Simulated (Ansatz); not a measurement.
# A hypothetical structure for CaMg6Sc, part 2 of 2

This structure for CaMg6Sc is made up. Its elements were placed in a known structure type with a cell scaled to their sizes. What cell does the guess relax to, and how far off was it?

Ansatz 0.2.0; DFT, r2SCAN, plane-wave PAW, files of the set soft_1, scalar-relativistic, no spin, cell and ions relaxed at zero pressure; PAW set soft_1 (the session's first sound run).

So far: The structure; Relaxation of the guess.

## (3) Electronic structure of the relaxed cell

With the geometry fixed, one more self-consistent run, with a narrower smearing and the mesh shown in its input, gives the bands, and its pressure, and its forces where symmetry allows any, show how far the geometry depends on these settings.

This step: DFT, r2SCAN, plane-wave PAW, files of the set soft_1, scalar-relativistic, no spin, bands and density of states at the relaxed cell; PAW set soft_1 (Ansatz 0.2.0).

input.yaml

```yaml
crystal:
  lattice:
    - [4.5201943294, 0.0, 0.0]
    - [0.0, 4.6937763309, 4.6907804096]
    - [0.0, -4.6937763309, 4.6907804096]
  atoms:
    - { symbol: Sc, position: [0.5, 0.1243929235, 0.1243929235] }
    - { symbol: Ca, position: [0.5, 0.6243801449, 0.6243801449] }
    - { symbol: Mg, position: [0.0, 0.8870389079, 0.8870389079] }
    - { symbol: Mg, position: [0.0, 0.361744808, 0.361744808] }
    - { symbol: Mg, position: [0.0, 0.3617135526, 0.8870502588] }
    - { symbol: Mg, position: [0.0, 0.8870502588, 0.3617135526] }
    - { symbol: Mg, position: [0.5, 0.1243932191, 0.6243861851] }
    - { symbol: Mg, position: [0.5, 0.6243861851, 0.1243932191] }
kpoints:
  mp_grid: { grid: [8, 6, 6] }
  band_path:
    path:
      - [[0.0, 0.0, 0.0], [0.0, 0.0, 0.5], [0.0, 0.5, 0.5], [0.0, 0.0, 0.0], [0.5, 0.0, 0.0], [0.5, 0.0, 0.5], [0.5, 0.5, 0.5], [0.5, 0.0, 0.0]]
      - [[0.0, 0.0, 0.5], [0.5, 0.0, 0.5]]
      - [[0.0, 0.5, 0.5], [0.5, 0.5, 0.5]]
    npoints: 8
scf:
  occupations: { method: fermi_dirac, width: 0.03 }
  n_extra_bands: 12
hamiltonian:
  xc: r2scan
  pseudopotentials: { kind: paw, azcp: { folder: soft_1 } }
output:
  forces: true
  stress: true
  write_bands: true
  dos: { projected: true }
  write_density: true
  write_potential: true
  elf: true
  volumetric_format: npy
```

Launch:

```sh
> ansatz run input.yaml --threads 4 --pin off --max-ram 10240MiB --backend cpu --events-out ev --progress --plain --runs-dir out
```

Numbers of over 12 decimals in the logs are rounded to 6 here.

The program printed:

```text
Warning: at least one further symmetry operation maps every atom of the structure, as the run holds it, onto an atom to within 2.08e-5 (fractional), and is not used: no operation is sought that the atoms, as the run holds them, miss by more than 2.00e-5, twice crystal.symmetry.tolerance (1.0e-5). The run uses 4 unitary operations. The run imposes no operation that its atoms and lattice do not hold. Figures that only  [...]
[...]
Crystal: 8 atoms, lattice volume = 199.047 Å³
Basis set: ecut = 500 eV, 5057 PW (Γ), exchange–correlation on 144×200×200 points (64 copies of the dense FFT grid, shifted against one another)
Bands: 53, of which v1, the nominal top of the filled ones, is band 41 counted from 1 (40 counted from 0)
Symmetry: 4 space group operations
[...]
k-points: 65 of 288 (time reversal used)
[...]
SCF iter   1: F=—  HF=-15521.092455 eV  |F-HF|=—  |Δ(HF+E_count)|=         —  Δρ=2.32e-2  dr2=3.04e0  dr2_τ=3.84e-2  ethr=3.10e-3  ⟨swp⟩=8.2  Hψ=15965  notcnv=0  defer=21
[...]
SCF iter   9: F=-15520.871128 eV  HF=-15520.871128 eV  |F-HF|=3.96e-9  |Δ(HF+E_count)|=   7.65e-8  Δρ=2.44e-6  dr2=1.92e-8  dr2_τ=6.81e-10  ethr=1.23e-10  ⟨swp⟩=15.7  Hψ=23850  notcnv=0
SCF 1 converged in 9 iterations: F = -15520.871128 eV  dr2 = 1.92e-8
[...]
NSCF: frozen V_eff on 75 k-points
SCF converged after 9 iterations
Free energy (F): -15520.871128 eV
[...]
Internal energy: -15520.856197 eV  (E = F + TS)
E sigma→0 (E₀):  -15520.863662 eV
Entropy (-TS):   -0.014931 eV (-1.866 meV/atom)
Fermi energy:    5.977529 eV
[...]
--- Forces (eV/Å), atoms counted from 1 ---
  atom   1  Sc    -0.00000000     0.00000000    -0.00013001
  atom   2  Ca     0.00000000    -0.00000000     0.00046752
  atom   3  Mg     0.00000000    -0.00000000    -0.02723239
  atom   4  Mg    -0.00000000     0.00000000     0.02684099
  atom   5  Mg    -0.00000000     0.02751965     0.00019913
  atom   6  Mg     0.00000000    -0.02751965     0.00019913
  atom   7  Mg     0.00000000    -0.00021634    -0.00016746
  atom   8  Mg    -0.00000000     0.00021634    -0.00016746
  max |Σ_I F_I| component: 9.44e-6 eV/Å
--- Stress (GPa, compression-positive) ---
        0.099343      -0.000000       0.000000
       -0.000000      -0.063439      -0.000000
        0.000000      -0.000000      -0.049431
  P = ⅓ Tr σ = -0.0045 GPa (-0.045 kbar)
--- Band table (eV; the first three rows and the last of 65) ---
  k-point 0: bands = [... 37 lower, 5.3755, 5.5874, 6.1401, 6.1483, 6.6063, 6.8190, 6.8198, 7.6467, ... 8 higher]
  k-point 1: bands = [... 37 lower, 4.8978, 5.2392, 6.1604, 6.5333, 6.6585, 6.8430, 6.8636, 7.6400, ... 8 higher]
  k-point 2: bands = [... 37 lower, 4.5330, 5.2631, 6.3119, 6.4439, 6.8790, 6.8939, 7.3087, 7.4809, ... 8 higher]
  k-point 64: bands = [... 37 lower, 3.3602, 3.5002, 3.8790, 6.5355, 6.7650, 6.7671, 7.5403, 7.8752, ... 8 higher]
```

Elapsed: 54 s, on 4 threads of Arm Neoverse V2, shared host; peak memory 1.5 GiB; 3.6 min of CPU time.

This step gave:

```
free energy             : -15520.8711 eV
energy at zero smearing : -15520.8637 eV
smearing term TS        : 0.01493 eV
Fermi energy            : 5.978 eV
pressure                : -0.004509 GPa
```

From bands.tsv, the bands that come nearest the Fermi level along the path, at its corners, in eV from the Fermi level:

```tsv
point	band 37	band 38	band 39	band 40	band 41	band 42	band 43	band 44
Γ	-2.50	-0.60	-0.39	0.16	0.17	0.63	0.84	0.84
X	-2.12	-1.90	-0.23	0.43	0.52	0.89	0.94	1.27
M	-0.25	-0.12	0.39	0.39	0.40	0.58	2.17	2.18
Γ	-2.50	-0.60	-0.39	0.16	0.17	0.63	0.84	0.84
Z	-1.78	-1.67	-1.10	-1.09	-1.07	0.04	0.26	0.26
R	-1.32	-0.88	-0.81	-0.73	-0.61	-0.56	-0.26	0.36
A	-2.81	-2.62	-2.48	-2.10	0.56	0.79	0.79	1.56
Z	-1.78	-1.67	-1.10	-1.09	-1.07	0.04	0.26	0.26
X	-2.12	-1.90	-0.23	0.43	0.52	0.89	0.94	1.27
R	-1.32	-0.88	-0.81	-0.73	-0.61	-0.56	-0.26	0.36
M	-0.25	-0.12	0.39	0.39	0.40	0.58	2.17	2.18
A	-2.81	-2.62	-2.48	-2.10	0.56	0.79	0.79	1.56
```

Counts of states for the cell as run, both spins, by energy window (eV from the Fermi level):

| from | to | total |
| --- | --- | --- |
| -8 | -7 | 0.00 |
| -7 | -6 | 0.32 |
| -6 | -5 | 1.26 |
| -5 | -4 | 1.89 |
| -4 | -3 | 2.23 |
| -3 | -2 | 2.93 |
| -2 | -1 | 3.46 |
| -1 | 0 | 4.97 |
| 0 | 1 | 5.56 |
| 1 | 2 | 4.67 |
| 2 | 3 | 7.55 |

A further 64.0 states lie below the table's range.

Valence density in the bc plane of the cell as run, not the conventional one, at fractional x = 0.500, with atoms of Sc and Ca and Mg within 0.2 Å of it. It is the smooth field of the valence electrons, not physical close to the nuclei.

Ten steps, logarithmic in the rise over the least value, from '0' (0 e/Å³) to '9' (23 e/Å³), each cell a mean:
```
000000000000000000
000000000000000000
000000000000000000
000000000001000000
013100000134310000
168610000356530000
289820000467641000
168610000356530000
012100000134310000
000000000000000000
000000000000000000
000000000000000000
001000000000000000
134310000012100000
367630000168610000
477741000289830000
367630000168610000
134310000012100000
```
Columns run along b (6.6 Å), rows up along c (6.6 Å). Atoms in or near the plane, at fractional coordinates: Sc at (0.12, 0.12), Ca at (0.62, 0.62), Mg at (0.12, 0.62), Mg at (0.62, 0.12).

Electrostatic potential energy in the bc plane of the cell as run, not the conventional one, at fractional x = 0.500, with atoms of Sc and Ca and Mg within 0.2 Å of it. With pseudopotentials it is smooth inside the atoms' cores, unlike the true potential.

Ten even steps from '_' (-64 eV) to '@' (9 eV), each cell a mean:
```
@@%%%%%%@@@@@@@@@@@@@@@@@@@@@@@@@@@@
@@@@@@@@@@@@@@@@@@@@@@@@@@@@@@@@@@@@
@@@@@@@@@@@@@@@@@@@@@@@@@@@@@@@@@@@@
@@@@@@@@@@@@@@@@@@@@%%%%%%@@@@@@@@@@
%%##**##%%@@@@@@@@%%**++**%%@@@@@@@@
##::__::##@@@@@@%%**::..::**%%@@@@@@
**______**%%@@@@%%++..__..++%%@@@@@@
##::__::##@@@@@@%%**::..::**%%@@@@@@
%%##**##%%@@@@@@@@%%**++**%%@@@@@@@@
@@@@@@@@@@@@@@@@@@@@%%%%%%@@@@@@@@@@
@@@@@@@@@@@@@@@@@@@@@@@@@@@@@@@@@@@@
@@@@@@@@@@@@@@@@@@@@@@@@@@@@@@@@@@@@
@@%%%%%%@@@@@@@@@@@@@@%%@@@@@@@@@@@@
%%**++**%%@@@@@@@@%%##**##%%@@@@@@@@
**--::--**%%@@@@@@##::__::##@@@@@@%%
++::..::++%%@@@@@@**______**@@@@@@%%
**--::--**%%@@@@@@##::__::##@@@@@@%%
%%**++**%%@@@@@@@@%%##**##%%@@@@@@@@
```
Columns run along b (6.6 Å; values clipped at the 3rd and 97th percentile), rows up along c (6.6 Å). Atoms in or near the plane, at fractional coordinates: Sc at (0.12, 0.12), Ca at (0.62, 0.62), Mg at (0.12, 0.62), Mg at (0.62, 0.12).

ELF in the bc plane of the cell as run, not the conventional one, at fractional x = 0.500, with atoms of Sc and Ca and Mg within 0.2 Å of it. It is the smooth field of the valence electrons, not physical close to the nuclei.

Ten even steps from '_' (0.07) to '@' (0.84), each cell a mean:
```
__________--**####++::..::++####**--
==::::::==**######++==--==++######**
****++****####**++::______::==**####
++--::--++####++..__..::..__..==####
..__..__..++++::__--##%%##--__::++++
__::::::__::==____##@@@@@@##..__==::
..::..::....--__..@@@@@@@@%%::__--..
__--::::__::==____##@@@@@@##..__==::
____..__..++++::__--##@@##--__::++++
++--::--++####++..____..____..++####
****++****####**++::______::++**####
==::::::==++**####++==--==++######**
____..____--++####++::..::++####**--
..++**++..__==**++..__..__..++**==__
++##++##++__::**--__::::::__--**::__
**++__++**..::++::..::..::..::++::__
++##++##++__::**--__--::::__--**::__
..++**++..__==**++____..__..++**==__
```
Columns run along b (6.6 Å), rows up along c (6.6 Å). Atoms in or near the plane, at fractional coordinates: Sc at (0.12, 0.12), Ca at (0.62, 0.62), Mg at (0.12, 0.62), Mg at (0.62, 0.12).

## (4) What came out

* space group, relaxed: P4/mmm
* conventional cell: a = 6.636, b = 6.636, c = 4.520 Å; α = 90.0°, β = 90.0°, γ = 90.0°
* volume per atom: 24.88 Å³ (guess 24.27)

In words: CaMg6Sc relaxes to P4/mmm with a = 6.636, b = 6.636 and c = 4.520 Å. The guessed volume was 2 % too small. The symmetry rose from Amm2 to P4/mmm, so the distortion of the structure type doesn't survive with these elements. Bands cross the Fermi level, so it is a metal or semimetal at this level. The electron count is odd, which forces that without spin polarisation or a larger cell. On the 8×6×6 mesh with the narrower smearing (relaxed on 5×5×5) the largest force component is 0.028 eV/Å and the largest stress component is 0.099 GPa, against the relaxation's thresholds of 0.015 eV/Å and 0.05 GPa. The cutoff wasn't tested. A vector of the cell changed its length by 13 %, more than the volume shows. No dispersion term is used, so weakly bound directions may come out too long. Nothing here tests whether the compound is stable against decomposition.

[Logs are printed without paths, hosts, clocks, repeated set-up lines and the standing remarks that a program may print on its own settings, such as how far it seeks lower states.]

[Hosts, paths, dates, database ids (printed as entryN), source tags and the programs' standing remarks are cut or masked in the printed files.]
